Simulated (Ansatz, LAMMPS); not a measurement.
# Localised basis functions on aqueous Rb+ and F-, 4.2 mol of salt per kg of water at 300 K (208 atoms)

Aim: test how closely localised support functions follow the reference on aqueous Rb+ and F-, 4.2 mol of salt per kg of water at 300 K (208 atoms), and at what cost. A setting counts as converged where the r.m.s. difference of forces stays under 1 % of the r.m.s. force.

Method: Kohn-Sham DFT, PBE+D3(BJ), PAW (set soft_2), plane waves, in Ansatz 0.2.0.

### 1. The starting structure

The cell holds 208 atoms: 66 O, 132 H, 5 Rb and 5 F. Its edges and angles: a = 12.800 Å, b = 12.800 Å, c = 12.800 Å, α = 90.0°, β = 90.0°, γ = 90.0°. 66 H2O, 5 Rb+, 5 F- placed at random, at 1.35 g/cm³; overlaps pushed apart, then 10 ps at 420 K with Joung-Cheatham ions (J. Phys. Chem. B 112, 9020 (2008)); SPC/E water (Berendsen, Grigera and Straatsma, J. Phys. Chem. 91, 6269 (1987)). Snapshot after 20 ps at 300 K and fixed volume.

Before any run, some limits are plain. The network of contacts between molecules at the start is that of the classical potential that made the cell, and needn't be the one that DFT or experiment would give. The density was typed from a rule of thumb and may lie off the real one at this temperature. Only the Γ point is sampled, in a cell whose shortest periodic width is 13 Å.

### 2. Making the structure

A classical potential supplies the starting structure, since it reaches far longer times than DFT.

This step: classical MD, Joung-Cheatham ions (J. Phys. Chem. B 112, 9020 (2008)); SPC/E water (Berendsen, Grigera and Straatsma, J. Phys. Chem. 91, 6269 (1987)) (LAMMPS 22 Jul 2025 - Update 4).

The input, in.lmp:

```
# aqueous Rb+ and F-, 4.2 mol of salt per kg of water
units real
atom_style full
boundary p p p
bond_style harmonic
angle_style harmonic
dihedral_style opls
improper_style harmonic
special_bonds lj 0 0 0.5 coul 0 0 0.75
read_data data.lmp
neigh_modify delay 0 every 1 check yes one 4000
comm_modify cutoff 12.0
timestep 0.5
thermo_style custom step time temp pe press density
thermo_modify norm yes
# push overlapping molecules apart
pair_style soft 2.6
pair_coeff * * 0.0
variable a equal ramp(1,60)
fix ad all adapt 1 pair soft a * * v_a
velocity all create 420 87748 mom yes dist gaussian
fix lim all nve/limit 0.03
fix lan all langevin 420 420 50 87749 zero yes
thermo 1000
run 3000 post no
unfix ad
pair_style lj/cut/coul/long 9.0
pair_modify mix arithmetic tail yes
pair_coeff 1 1 0.1553 3.1660   # O
pair_coeff 2 2 0.0000 1.0000   # H
pair_coeff 3 3 0.4451 3.0950   # Rb
pair_coeff 4 4 0.0074 4.0215   # F
kspace_style pppm 1.0e-4
thermo 100
# [... 17 lines left out ...]
compute msd all msd com yes
thermo 5000
fix md all nvt temp 300 300 100
run 20000 post no
print "== T300: mean square displacement over the hold $(c_msd[4]:%.2f) A^2"
unfix md
uncompute msd
write_dump all custom T300.dump id type xs ys zs modify sort id
```

The run is started by

```
lmp -in in.lmp -log none -nocite
```

What it wrote:

```text
LAMMPS (22 Jul 2025 - Update 4)
Reading data file ...
  orthogonal box = (0 0 0) to (12.80011 12.80011 12.80011)
  208 atoms
  orthogonal box = (0 0 0) to (12.80011 12.80011 12.80011)
  132 bonds
  66 angles
   Step          Time           Temp          PotEng         Press         Density
         0   0              420            0.21381835     9650.432       1.3550004
      1000   500            400.78044      0.90142479     34022.07       1.3550004
      2000   1000           405.16344      0.899336       52327.74       1.3550004
      3000   1500           381.54187      0.81270155     51296.277      1.3550004
[... 29 lines left out ...]
Loop time of 7.09953 s on 1 MPI rank(s) for 10000 steps with 208 atoms
   Step          Time           Temp          PotEng         Press         Density
[... 4 lines left out ...]
Loop time of 3.51606 s on 1 MPI rank(s) for 5000 steps with 208 atoms
   Step          Time           Temp          PotEng         Press         Density
[... 2 lines left out ...]
     25000   24000          383.30055     -8.4216126     -730.18001      1.3550004
     30000   29000          301.14159     -8.2480749     -1698.2795      1.3550004
     35000   34000          276.83171     -8.2432792     -2725.7746      1.3550004
     37000   36000          297.73409     -8.2597715     -134.53596      1.3550004
Loop time of 13.8078 s on 1 MPI rank(s) for 20000 steps with 208 atoms
== T300: mean square displacement over the hold 12.67 A^2
```

Elapsed: 27 s, on 1 thread of Arm Neoverse V2, shared host; peak memory 0.082 GiB.

The input also reads data.lmp (atoms, bonds and types; not printed here).

### 3. Plane-wave single point

This run is the reference for what follows, at a cutoff of 420 eV.

The input, input.yaml:

```yaml
crystal:
  lattice:
    - [12.80011, 0.0, 0.0]
    - [0.0, 12.80011, 0.0]
    - [0.0, 0.0, 12.80011]
  atoms:
    - { symbol: O, position: [0.54212, 0.34117, 0.12209] }
    - { symbol: H, position: [0.59611, 0.38746, 0.15442] }
    - { symbol: H, position: [0.47166, 0.37405, 0.12977] }
    - { symbol: O, position: [0.60944, 0.22104, 0.76814] }
    - { symbol: H, position: [0.62659, 0.25066, 0.69791] }
    - { symbol: H, position: [0.64148, 0.15012, 0.77501] }
    - { symbol: O, position: [0.57299, 0.7816, 0.37918] }
    - { symbol: H, position: [0.62486, 0.74162, 0.33658] }
    - { symbol: H, position: [0.50372, 0.78109, 0.34306] }
    - { symbol: O, position: [0.85244, 0.58169, 0.49108] }
    - { symbol: H, position: [0.82759, 0.53385, 0.43454] }
    - { symbol: H, position: [0.88336, 0.53955, 0.54914] }
    - { symbol: O, position: [0.39961, 0.08513, 0.96284] }
    - { symbol: H, position: [0.43606, 0.12113, 0.02182] }
    - { symbol: H, position: [0.38524, 0.01091, 0.98254] }
    - { symbol: O, position: [0.845, 0.54713, 0.08887] }
    - { symbol: H, position: [0.89423, 0.48719, 0.09823] }
    - { symbol: H, position: [0.86665, 0.58913, 0.02665] }
    - { symbol: O, position: [0.07992, 0.79601, 0.04034] }
    - { symbol: H, position: [0.13813, 0.75996, 0.07796] }
    - { symbol: H, position: [0.10892, 0.85447, 0.9974] }
    - { symbol: O, position: [0.06075, 0.89958, 0.7329] }
    - { symbol: H, position: [0.05561, 0.95845, 0.784] }
    - { symbol: H, position: [0.99904, 0.8524, 0.74124] }
    - { symbol: O, position: [0.40401, 0.98853, 0.55239] }
    - { symbol: H, position: [0.39579, 0.95892, 0.48057] }
    - { symbol: H, position: [0.3337, 0.99626, 0.58557] }
    - { symbol: O, position: [0.52514, 0.14717, 0.49933] }
    - { symbol: H, position: [0.49338, 0.08085, 0.52573] }
    - { symbol: H, position: [0.50718, 0.1564, 0.42386] }
    - { symbol: O, position: [0.06558, 0.62532, 0.72824] }
    - { symbol: H, position: [0.0028, 0.66592, 0.75091] }
    [... 170 atom lines left out ...]
    - { symbol: Rb, position: [0.22399, 0.77463, 0.79356] }
    - { symbol: F, position: [0.23889, 0.69033, 0.14369] }
    - { symbol: F, position: [0.90013, 0.77611, 0.75192] }
    - { symbol: F, position: [0.03282, 0.06531, 0.84929] }
    - { symbol: F, position: [0.91883, 0.31466, 0.61721] }
    - { symbol: F, position: [0.69412, 0.44863, 0.41715] }
kpoints:
  mp_grid: { grid: [1, 1, 1] }
hamiltonian:
  xc: pbe
  dispersion: d3bj
scf:
  occupations: { method: gaussian, width: 0.05 }
output:
  forces: true
  stress: true
  populations: intrinsic
  dos:
    method: { smearing: { sigma: 0.1 } }
    de: 0.1
    projected: { site_lists: { F: [F], H: [H], O: [O], Rb: [Rb] } }
  eigenvalues: true
  write_density: true
  write_potential: true
  volumetric_format: npy
```

The run is started by

```
ansatz run input.yaml --threads 8 --pin off --max-ram 15872MiB --backend cpu --events-out ev --progress --plain --runs-dir out
```

What it wrote:

```text
Engine: ansatz 0.2.0, aarch64-unknown-linux-gnu
Pseudopotentials: kind: paw
Pseudopotential: O, paw, valence charge 6, recommended cutoff 420 eV (normal), O.paw.azcp
Pseudopotential: H, paw, valence charge 1, recommended cutoff 420 eV (normal), H.paw.azcp
Pseudopotential: Rb, paw, valence charge 9, recommended cutoff 420 eV (normal), Rb.paw.azcp
Pseudopotential: F, paw, valence charge 7, recommended cutoff 420 eV (normal), F.paw.azcp
[... 5 lines on functional and potentials left out ...]
Crystal: 208 atoms, lattice volume = 2097.206 Å³
Basis set: ecut = 420 eV, 40843 PW (Γ), exchange–correlation on 180×180×180 points (8 copies of the dense FFT grid, shifted against one another)
Bands: 512, of which v1, the nominal top of the filled ones, is band 304 counted from 1 (303 counted from 0)
Symmetry: 1 space group operations
Space group: P1 (ITA 1), of the structure as read, at distance tolerance 1.3e-4 Å
k-points: 1
[... 9 lines on functional and potentials left out ...]
Initial density: superposition of atomic densities (neutral atoms: chi_scale 0, normalization atom), corrected by the library's trained network
Initial wavefunctions: pseudopotential atomic-orbital guess
Functional: x = pbe(κ = 0.804, μ = 0.219515), c = pbe(β = 0.066725)
SCF iter   1: F=—  HF=-59970.822813 eV  |F-HF|=—  |Δ(HF+E_count)|=         —  Δρ=3.16e-3  dr2=2.93e-1  ethr=1.77e-3  ⟨swp⟩=5.0  Hψ=2121  notcnv=0  defer=178
preconditioner: auto → Resta (q_TF=auto, 2.220 Å⁻¹)  ε∞=2.3  [insulator: Δε(μ)=3.789 eV  Ē_g=17.593 eV  σ=0.050 eV  W_gap=1.00  n_scr=388 (ndim 8)  ℏωp=19.8 eV  f_vac=0.234  D(μ)=0.00/eV (n_scr^D=0)  ε∞_Penn≈2.3]
SCF iter   2: F=—  HF=-59970.690014 eV  |F-HF|=—  |Δ(HF+E_count)|=   1.33e-1  Δρ=1.77e-3  dr2=6.55e-2  ethr=4.81e-5  ⟨swp⟩=2.0  Hψ=715  notcnv=0  defer=201
SCF iter   3: F=—  HF=-59970.653365 eV  |F-HF|=—  |Δ(HF+E_count)|=   3.66e-2  Δρ=7.10e-4  dr2=1.88e-2  ethr=1.08e-5  ⟨swp⟩=2.0  Hψ=616  notcnv=0  defer=201
SCF iter   4: F=—  HF=-59970.645854 eV  |F-HF|=—  |Δ(HF+E_count)|=   7.51e-3  Δρ=2.77e-4  dr2=1.68e-3  ethr=3.09e-6  ⟨swp⟩=2.0  Hψ=617  notcnv=0  defer=201
SCF iter   5: F=—  HF=-59970.645771 eV  |F-HF|=—  |Δ(HF+E_count)|=   8.24e-5  Δρ=1.64e-4  dr2=4.40e-4  ethr=2.77e-7  ⟨swp⟩=2.0  Hψ=610  notcnv=0  defer=201
SCF iter   6: F=—  HF=-59970.645674 eV  |F-HF|=—  |Δ(HF+E_count)|=   9.71e-5  Δρ=4.17e-5  dr2=2.96e-5  ethr=7.23e-8  ⟨swp⟩=2.0  Hψ=610  notcnv=0  defer=201
SCF iter   7: F=—  HF=-59970.646369 eV  |F-HF|=—  |Δ(HF+E_count)|=   6.95e-4  Δρ=1.95e-5  dr2=5.75e-6  ethr=4.87e-9  ⟨swp⟩=2.0  Hψ=814  notcnv=0  defer=201
SCF iter   8: F=—  HF=-59970.646368 eV  |F-HF|=—  |Δ(HF+E_count)|=   3.33e-7  Δρ=6.21e-6  dr2=6.46e-7  ethr=9.45e-10  ⟨swp⟩=2.0  Hψ=610  notcnv=0  defer=201
SCF iter   9: F=-59970.646368 eV  HF=-59970.646368 eV  |F-HF|=4.40e-8  |Δ(HF+E_count)|=   2.69e-8  Δρ=2.24e-6  dr2=8.75e-8  ethr=1.64e-11  ⟨swp⟩=20.0  Hψ=4780  notcnv=0
SCF 1 converged in 9 iterations: F = -59970.646368 eV  dr2 = 8.75e-8
  greatest PAW one-centre occupation: 0.973 electrons in one spin orbital (limit 2), on the Rb atom at site 202 (counted from 0), in its partial waves of l = 0
WARN: The input density's exchange-correlation potential varies sharply where the density is thin. Do not read a vacuum level from v_tot or v_xc, or from such a field of the output density. On a cell that repeats whose density bears no net charge and no dipole along the vacuum's axis use v_es (v_loc + v_h of the components); [...]
SCF converged after 9 iterations
Free energy (F): -59970.646368 eV
Harris-Foulkes:  -59970.646368 eV  (|F-HF|=4.40e-8)
Internal energy: -59970.646368 eV  (E = F + TS)
E sigma→0 (E₀):  -59970.646368 eV
Fermi energy:    0.689663 eV
--- Per-component energies (eV) ---
  E_band       = -5536.981730
  E_kinetic    = 15339.278579
  E_local      = -49341.158829  (includes V_loc(G=0)·N_el)
  E_nonlocal   = 4628.437254
  E_hartree    = 17850.116579
  E_xc         = -7053.663151
  E_vxc        = -8866.592671  (∫ρ·V_xc dr)
  E_paw        = -24628.762773  (= ΣΔE_a)
  E_vpaw       = -2997.219202  (= ΣTr[D̂ρ^β])
  E_aug_tail   = 0.022565  (compensation charges beyond the density's cutoff)
  E_ewald      = -16756.096711
  E_disp       = -8.819882  (pairwise vdW)
  E_smearing   = -0.000000  (= −TS)
  E_closure    = -0.000000  (closes the sum)
  Σ components = -59970.646368   (vs F -59970.646368, Δ=0.00e0)
--- Forces (eV/Å), atoms counted from 1 ---
  atom   1  O     -0.47607158     1.13495834    -0.27805735
  atom   2  H     -0.51127470     0.14926821    -0.10927864
  atom   3  H      1.24196058    -0.39596745     0.20718240
  atom   4  O     -0.02446817    -0.68335169     0.00052715
  atom   5  H      0.14790399    -0.46551087     0.42609120
  atom   6  H     -0.50144173     1.16712886    -0.39005761
  atom   7  O     -0.56713115    -0.29974729    -0.58754193
  atom   8  H     -0.52007896     0.42807747    -0.17518092
  atom   9  H      0.72849439    -0.09632272     0.10564877
  atom  10  O     -0.15976053    -0.97146129    -0.19993970
  atom  11  H      0.13530523     0.38482016     1.19441442
  atom  12  H     -0.47743932     0.37085717    -1.14877396
  atom  13  O     -0.17191249    -0.44687505     0.53147153
  atom  14  H     -0.36756545    -0.90035829    -0.39278453
[...]
atom 207  F     -0.34700236    -0.31802384     0.14724270
  atom 208  F      0.10923842    -0.36922396    -0.17705232
  max |Σ_I F_I| component: 5.36e-5 eV/Å
--- Stress (GPa, compression-positive) ---
       -1.995993       0.194569      -0.032519
        0.194569      -2.238644       0.331193
       -0.032520       0.331193      -1.441241
  P = ⅓ Tr σ = -1.8920 GPa (-18.920 kbar)
--- Band table (eV) ---
  k-point 0: bands = ["-25.3709", "-25.0085", "-24.8438", "-24.7977", [... 496 levels ...], "11.5596", "11.5686", "11.5991", "11.6202", "11.6492", "11.6821", "11.7065", "11.7255", "11.7782", "11.7885", "11.8214", "11.8530"]
--- intrinsic populations: 208 sites ---
  site symbol       q [e]
     0      O      6.7299
     1      H      0.6019
     2      H      0.5947
[...]
207      F      7.6664
  spilling = 0.000000 (of n_electrons = 608.000000)
```

The job ended after 26 s (8 threads of Arm Neoverse V2, shared host; peak memory 3.1 GiB).

In the SCF lines HF is the Harris–Foulkes energy and dr2 the Hartree energy of the density residual, in eV; the loop may stop once dr2 is under the threshold and the program's other checks hold. Hψ counts applications of the Hamiltonian.

The program notes that the exchange-correlation potential is rough where the density is thin.

The run gave:

```
free energy                                      : -59970.6464 eV
free energy per atom                             : -288.3204 eV/atom
SCF cycles                                       : 9
pressure                                         : -1.892 GPa
r.m.s. force component                           : 0.5351 eV/Å
longest force                                    : 1.533 eV/Å
Fermi energy                                     : 0.6897 eV
gap (highest filled to lowest empty level) : 3.645 eV
```

Length of the force by element and coordination:

```tsv
element	coordination	atoms	mean length of the force (eV/Å)	spread	least	most
F	all	5	0.602	0.134	0.424	0.763
H	all	132	0.971	0.304	0.260	1.53
O	all	66	0.712	0.277	0.151	1.46
Rb	all	5	0.550	0.212	0.238	0.777
```

Intrinsic-atomic-orbital charges by element and coordination:

```tsv
element	coordination	atoms	mean charge (e)	spread	least	most
F	all	5	-0.599	0.0357	-0.666	-0.570
H	all	132	0.377	0.0123	0.348	0.409
O	all	66	-0.773	0.0303	-0.854	-0.700
Rb	all	5	0.858	0.0025	0.854	0.861
```

States in the cell by windows of 1 eV, zero at the Fermi level; the larger projections on atomic orbitals stand beside the total:

```tsv
from (eV)	to (eV)	total	O p	H s	F p	Rb p
-14	-11	0.0	0.0	0.0	0.0	0.0
-11	-10	15.9	5.2	2.2	0.2	8.2
-10	-9	81.0	41.1	18.0	1.0	19.7
-9	-8	58.2	38.9	16.4	0.8	1.2
-8	-7	9.6	6.8	2.2	0.1	0.1
-7	-6	24.0	16.4	2.5	2.3	0.1
-6	-5	57.9	40.6	4.3	6.9	0.1
-5	-4	65.6	48.6	1.9	10.6	0.2
-4	-3	88.3	79.6	0.6	5.7	0.3
-3	-2	49.5	47.9	0.2	0.6	0.1
-2	-1	6.0	5.8	0.0	0.0	0.0
-1	1	0.0	0.0	0.0	0.0	0.0
1	2	2.0	0.1	1.1	0.0	0.0
2	3	2.9	0.3	1.7	0.0	0.0
3	4	13.6	1.3	7.7	0.1	0.0
4	5	22.5	2.1	11.5	0.1	0.0
```

Between -26 and -14 eV lie 150 more states.

The levels nearest the highest filled one (over half full), pooled over k-points and spins:

```tsv
level less the highest filled one (eV)	occupation
-0.539	2
-0.311	2
-0.265	2
-0.107	2
-0.0839	2
0	2
3.65	0
4.65	0
4.83	0
4.93	0
4.97	0
5.06	0
```

Valence density in the bc plane at fractional x = 0.231, with atoms of O and H and Rb and F within 0.2 Å of it. It is the smooth field of the valence electrons, not physical close to the nuclei.

Ten steps, logarithmic in the rise over the least value, from '0' (0.0 e/Å³) to '9' (7.8 e/Å³), each cell a mean:
```
4210000001000000000136897420100013566
4210000112110000011135776321111123676
2100001234210001121112332223343212343
1000001233210011222111111235666421111
0000000111100001222100000256767531000
0000000000000001111100000246666521000
2110000000000000000000000123444210111
6532100000000000111100000011222111235
9754210000100011233210000012343221258
8743100011111124687520101024787542247
4321000011111135898631101124787652224
1100001234321123566421111112444321111
2110012456521011233221111111111112333
4210113576421000001122211110001135776
4210012465321000001122111110111136886
2100001222210000001111100001111123554
1100000112211000122110000001111111221
1221110123322112455311001111111000001
4665321124443324788631113443211000012
6897642123433324798753136886311000113
6886431111111113465543137997411010113
3443210000000001122211124664211000012
2111000000000000000012345421110000112
4210000000000000000124676421000011245
```
Columns run along b (12.8 Å), rows up along c (12.8 Å). Atoms in or near the plane, at fractional coordinates: O at (0.47, 0.19), H at (0.54, 0.15), O at (0.46, 0.55), H at (0.86, 0.56), O at (0.62, 0.96), H at (0.65, 0.03), H at (0.25, 0.48), H at (0.98, 0.00), O at (0.04, 0.16), H at (0.12, 0.17), Rb at (0.77, 0.79), F at (0.69, 0.14).

Electrostatic potential energy in the bc plane at fractional x = 0.231, with atoms of O and H and Rb and F within 0.2 Å of it. With pseudopotentials it is smooth inside the atoms' cores, unlike the true potential.

Values in eV, 13 rows by 16 columns, each cell a mean:
```
  0   4   5   4   5   5   5   5   4 -19 -21   4   4   4   1 -15
  5   5   4  -5  -2   5   5   5   5   3   4  -1 -12  -4   3   3
  5   5   4   3   4   5   6   5   5   5   3 -15 -37 -22   2   4
  4   4   5   5   5   5   5   5   5   5   4  -1 -12  -4   3   3
-22  -4   3   5   5   4   4   3   5   5   5   5   2   2   2 -11
 -7   1   4   4   3   3  -3 -30  -9   4   5   4 -21 -18  -7  -2
  2   4   5  -3 -15   3   4  -4  -2   2   3   4   4   4   4   3
 -2   4   5  -9  -4   5   5   5   5   4   3   4   5   4 -10 -23
  5   5   5   3   3   5   5   5   5   5   4   4   4   3   0  -1
  5   4   4   3   1   2   3  -8   0   5   5   4   2   4   5   5
-22 -24  -9   4   2  -3   0 -30 -23  -2  -5 -18   2   4   4   3
 -7  -3   3   5   6   5   5   3  -2   1  -6 -15   2   4   4   2
 -5   4   5   6   6   5   5   5   5  -2 -21   0   4   4   4  -7
```
Columns run along b (12.8 Å; values clipped at the 3rd and 97th percentile), rows up along c (12.8 Å). Atoms in or near the plane, at fractional coordinates: O at (0.47, 0.19), H at (0.54, 0.15), O at (0.46, 0.55), H at (0.86, 0.56), O at (0.62, 0.96), H at (0.65, 0.03), H at (0.25, 0.48), H at (0.98, 0.00), O at (0.04, 0.16), H at (0.12, 0.17), Rb at (0.77, 0.79), F at (0.69, 0.14).

Mean intrinsic-atomic-orbital charges: F -0.60, H +0.38, O -0.77, Rb +0.86 e. The largest share in the top eV of filled states is O p (98 % of the projected weight), and in the lowest eV of empty states H s (62 % of the projected weight).

[end of part 1 of 2]

[Long decimals in the printed logs are rounded to 6 places.]

[Logs are printed without paths, hosts, clocks, repeated set-up lines and the standing remarks that a program may print on its own settings, such as how far it seeks lower states.]

[Hosts, paths, dates, database ids (printed as entryN), source tags and the programs' standing remarks are cut or masked in the printed files.]
